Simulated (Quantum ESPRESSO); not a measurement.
# TlCuF3: parallel moments in the primitive cell, part 2 of 2

Does TlCuF3 keep a moment from a parallel start?

Quantum ESPRESSO 7.5; PBEsol with U = 6 eV on Cu d (ortho-atomic projectors); plane waves with GBRV 1.5 PBEsol potentials, no spin-orbit coupling.

So far, absolute magnetization (μB): step 2 (run 1 (ferro +)) 1.04.

## (3) Run 2 (no spin polarisation)

Input file pw.in:

```
&CONTROL
  calculation = 'scf'
  prefix = 'pwscf'
  outdir = './tmp'
  pseudo_dir = './pseudo'
  disk_io = 'nowf'
  tprnfor = .true.
  tstress = .true.
/
&SYSTEM
  ibrav = 0
  nat = 5
  ntyp = 3
  ecutwfc = 40
  ecutrho = 280
  nbnd = 36
  occupations = 'smearing'
  smearing = 'fd'
  degauss = 0.00367493
/
&ELECTRONS
  conv_thr = 1d-08
  electron_maxstep = 150
  mixing_beta = 0.3
/
ATOMIC_SPECIES
Tl    204.3800 tl_pbesol_v1.2.uspp.F.UPF
Cu     63.5460 cu_pbesol_v1.2.uspp.F.UPF
F      18.9984 f_pbesol_v1.4.uspp.F.UPF
CELL_PARAMETERS bohr
   7.7299562523    0.0000000000    0.0000000000
   0.0000000000    7.7299562523    0.0000000000
   0.0000000000    0.0000000000    7.7031444968
ATOMIC_POSITIONS crystal
Tl      0.5000000000    0.5000000000    0.5000000000
Cu      0.0000000000    0.0000000000    0.0000000000
F       0.0000000000    0.0000000000    0.5000000000
F       0.5000000000    0.0000000000    0.0000000000
F       0.0000000000    0.5000000000    0.0000000000
K_POINTS automatic
6 6 6 0 0 0
HUBBARD {ortho-atomic}
U Cu-3d 6.0000
```

Run with:

```bash
$ OMP_NUM_THREADS=1 mpirun -n 2 pw.x -nk 2 -in pw.in > pw.out
```

What it wrote:

```text
[banner, memory and clock lines left out]
Program PWSCF v.7.5 starts

     Message from routine setup:
     using ibrav=0 with symmetry is DISCOURAGED, use correct ibrav instead

     bravais-lattice index     =            0
     lattice parameter (alat)  =       7.7300  a.u.
     unit-cell volume          =     460.2800 (a.u.)^3
     number of atoms/cell      =            5
     number of atomic types    =            3
     number of electrons       =        53.00
     number of Kohn-Sham states=           36
     kinetic-energy cutoff     =      40.0000  Ry
     charge density cutoff     =     280.0000  Ry
     scf convergence threshold =      1.0E-08
     mixing beta               =       0.3000
     number of iterations used =            8  plain     mixing
     Exchange-correlation= SLA  PW   PSX  PSC
                           (   1   4  10   8   0   0   0)
     Hubbard projectors: ortho-atomic
     Hubbard parameters of DFT+U (Dudarev formulation) in eV:
     U(Cu-3d) =  6.0000

     Internal variables: lda_plus_u =T, lda_plus_u_kind = 0

     Internal variables: orbital_resolved =F, hub_pot_fix =F, apply_U = F

     celldm(1)=   7.729956  celldm(2)=   0.000000  celldm(3)=   0.000000
     celldm(4)=   0.000000  celldm(5)=   0.000000  celldm(6)=   0.000000

     crystal axes: (cart. coord. in units of alat)
               a(1) = (   1.000000   0.000000   0.000000 )
               a(2) = (   0.000000   1.000000   0.000000 )
               a(3) = (   0.000000   0.000000   0.996531 )

     reciprocal axes: (cart. coord. in units 2 pi/alat)
               b(1) = (  1.000000  0.000000  0.000000 )
               b(2) = (  0.000000  1.000000  0.000000 )
               b(3) = (  0.000000  0.000000  1.003481 )

     PseudoPot. # 1 for Tl read from file:
     tl_pbesol_v1.2.uspp.F.UPF
     Pseudo is Ultrasoft + core correction, Zval = 13.0

     PseudoPot. # 2 for Cu read from file:
     cu_pbesol_v1.2.uspp.F.UPF
     Pseudo is Ultrasoft + core correction, Zval = 19.0

     PseudoPot. # 3 for F  read from file:
     f_pbesol_v1.4.uspp.F.UPF
     Pseudo is Ultrasoft, Zval =  7.0

     atomic species   valence    mass     pseudopotential
     Tl               13.00   204.38000     Tl( 1.00)
     Cu               19.00    63.54600     Cu( 1.00)
     F                 7.00    18.99840     F ( 1.00)

     16 Sym. Ops., with inversion, found

   Cartesian axes

     site n.     atom                  positions (alat units)
         1        Tl     tau(   1) = (   0.5000000   0.5000000   0.4982657  )
         2        Cu     tau(   2) = (   0.0000000   0.0000000   0.0000000  )
         3        F      tau(   3) = (   0.0000000   0.0000000   0.4982657  )
         4        F      tau(   4) = (   0.5000000   0.0000000   0.0000000  )
         5        F      tau(   5) = (   0.0000000   0.5000000   0.0000000  )

     number of k points=    40  Fermi-Dirac smearing, width (Ry)=  0.0037
                       cart. coord. in units 2pi/alat
        k(    1) = (   0.0000000   0.0000000   0.0000000), wk =   0.0092593
        k(    2) = (   0.0000000   0.0000000   0.1672468), wk =   0.0185185
        k(    3) = (   0.0000000   0.0000000   0.3344935), wk =   0.0185185
        k(    4) = (   0.0000000   0.0000000  -0.5017403), wk =   0.0092593
        k(    5) = (   0.0000000   0.1666667   0.0000000), wk =   0.0370370
        [... 35 further k-points ...]

     Dense  grid:    36353 G-vectors     FFT dimensions: (  45,  45,  45)

     Smooth grid:    15679 G-vectors     FFT dimensions: (  32,  32,  32)

     Check: negative core charge=   -0.000002

     Initial potential from superposition of free atoms

     starting charge      51.9956, renormalised to      53.0000

     negative rho (up, down):  4.963E-02 0.000E+00

     STARTING HUBBARD OCCUPATIONS:

     =================== HUBBARD OCCUPATIONS ===================
     ------------------------ ATOM    2 ------------------------
     Tr[ns(  2)] =   8.00000
     [... lines left out ...]
     Number of occupied Hubbard levels =    8.0000

     Atomic wfc used for Hubbard projectors are orthogonalized

     Starting wfcs are   34 randomized atomic wfcs +    2 random wfcs

     Self-consistent Calculation

     iteration #  1     ecut=    40.00 Ry     beta= 0.30
     Davidson diagonalization with overlap
     ethr =  1.00E-02,  avg # of iterations =  6.0

     =================== HUBBARD OCCUPATIONS ===================
     ------------------------ ATOM    2 ------------------------
     Tr[ns(  2)] =   9.94084
     [... lines left out ...]
     Number of occupied Hubbard levels =    9.9408

     negative rho (up, down):  5.044E-02 0.000E+00

     total energy              =    -693.47601718 Ry
     estimated scf accuracy    <       1.15466283 Ry

     iteration #  2     ecut=    40.00 Ry     beta= 0.30
     Davidson diagonalization with overlap
     ethr =  2.18E-03,  avg # of iterations =  2.9

     negative rho (up, down):  4.995E-02 0.000E+00

     total energy              =    -693.70815429 Ry
     estimated scf accuracy    <       0.36697320 Ry

     [... further iterations left out ...]

     iteration # 19     ecut=    40.00 Ry     beta= 0.30
     Davidson diagonalization with overlap
     ethr =  3.22E-10,  avg # of iterations =  2.0

     negative rho (up, down):  4.800E-02 0.000E+00

     total energy              =    -693.73786840 Ry
     estimated scf accuracy    <       0.00000001 Ry

     iteration # 20     ecut=    40.00 Ry     beta= 0.30
     Davidson diagonalization with overlap
     ethr =  1.89E-11,  avg # of iterations =  2.2

     negative rho (up, down):  4.800E-02 0.000E+00

     End of self-consistent calculation

     =================== HUBBARD OCCUPATIONS ===================
     ------------------------ ATOM    2 ------------------------
     Tr[ns(  2)] =   9.33400
     [... lines left out ...]
     Number of occupied Hubbard levels =    9.3340
     [... lines left out ...]
     the Fermi energy is     6.6373 ev

!    total energy              =    -693.73786840 Ry
     estimated scf accuracy    <          5.1E-10 Ry
     smearing contrib. (-TS)   =      -0.00191068 Ry
     internal energy E=F+TS    =    -693.73595772 Ry

     The total energy is F=E-TS. E is the sum of the following terms:
     one-electron contribution =    -452.62319288 Ry
     hartree contribution      =     259.88376570 Ry
     xc contribution           =    -127.74325671 Ry
     ewald contribution        =    -373.38003859 Ry
     Hubbard energy            =       0.12676475 Ry

     convergence has been achieved in  20 iterations

     negative rho (up, down):  4.800E-02 0.000E+00

     Forces acting on atoms (cartesian axes, Ry/au):

     atom    1 type  1   force =     0.00000000    0.00000000    0.00000000
     atom    2 type  2   force =     0.00000000    0.00000000    0.00000000
     atom    3 type  3   force =     0.00000000    0.00000000    0.00000000
     atom    4 type  3   force =     0.00000000    0.00000000    0.00000000
     atom    5 type  3   force =     0.00000000    0.00000000    0.00000000

     Total force =     0.000000     Total SCF correction =     0.000000

     Computing stress (Cartesian axis) and pressure

     negative rho (up, down):  4.800E-02 0.000E+00
          total   stress  (Ry/bohr**3)                   (kbar)     P=      -12.02
  -0.00007251   0.00000000   0.00000000          -10.67        0.00        0.00
   0.00000000  -0.00007251   0.00000000            0.00      -10.67        0.00
   0.00000000   0.00000000  -0.00010009            0.00        0.00      -14.72
```

The job ended after 47 s (2 MPI ranks of Arm Neoverse V1, shared host; peak memory 0.31 GiB; 94 s of CPU time).

Read from the output:

- smearing term TS: 0.02600 eV
- pressure: -1.202 GPa
- final state: non-magnetic (no spin polarisation)

## (4) The states side by side

An order is kept where moments of 0.15 μB or more survive with the typed signs; meshes match where a doubled cell samples the same k points as the first cell.

Orders:

| start | final state | typed order kept | energy over the lowest (meV a seeded atom) | largest site moment (μB) | net moment (μB a cell of the first run) | mesh matched | CPU time (s) |
| --- | --- | --- | --- | --- | --- | --- | --- |
| ferro + | ferromagnetic | yes | 0 | 0.6972 | 0.9959 | yes | 175.7 |
| no spin polarisation | non-magnetic | - | 216.2 | 0 | 0 | yes | 94.21 |

## (5) Occupations of the corrected shells in the lowest state

Occupations of the Hubbard shells:

| block | type | shell | spin | electrons | occupation numbers |
| --- | --- | --- | --- | --- | --- |
| 2 | Cu | 3d | up | 4.964 | 0.992 0.992 0.992 0.994 0.994 |
| 2 | Cu | 3d | down | 4.282 | 0.653 0.661 0.989 0.989 0.989 |

## (6) Summary of results

```json
{
  "state found": "ferromagnetic (from ferro +)",
  "largest site moment": "0.697 μB",
  "state without moments (under the same U)": "216 meV a seeded atom higher"
}
```

Under a U the spinless run pays the Hubbard penalty of a partly filled shell, so its energy overstates what forming the moments gains. No opposed start was run, so this says nothing of the order that the crystal takes. The smearing term is large for its width, so states at the Fermi level are partly filled: at this level the cell is a metal or has a gap of a few widths at most.

[Logs and program files are shortened in this print: banners, set-up blocks, solver, clock and traceback lines can be left out without a mark of their own.]

[Logs are printed without paths, hosts, clocks, repeated set-up lines and the standing remarks that a program may print on its own settings, such as how far it seeks lower states.]

[Hosts, paths, dates, database ids (printed as entryN), source tags and the programs' standing remarks are cut or masked in the printed files.]

[Where a cell is said to come from a database of computed structures, the database is the Materials Project.]
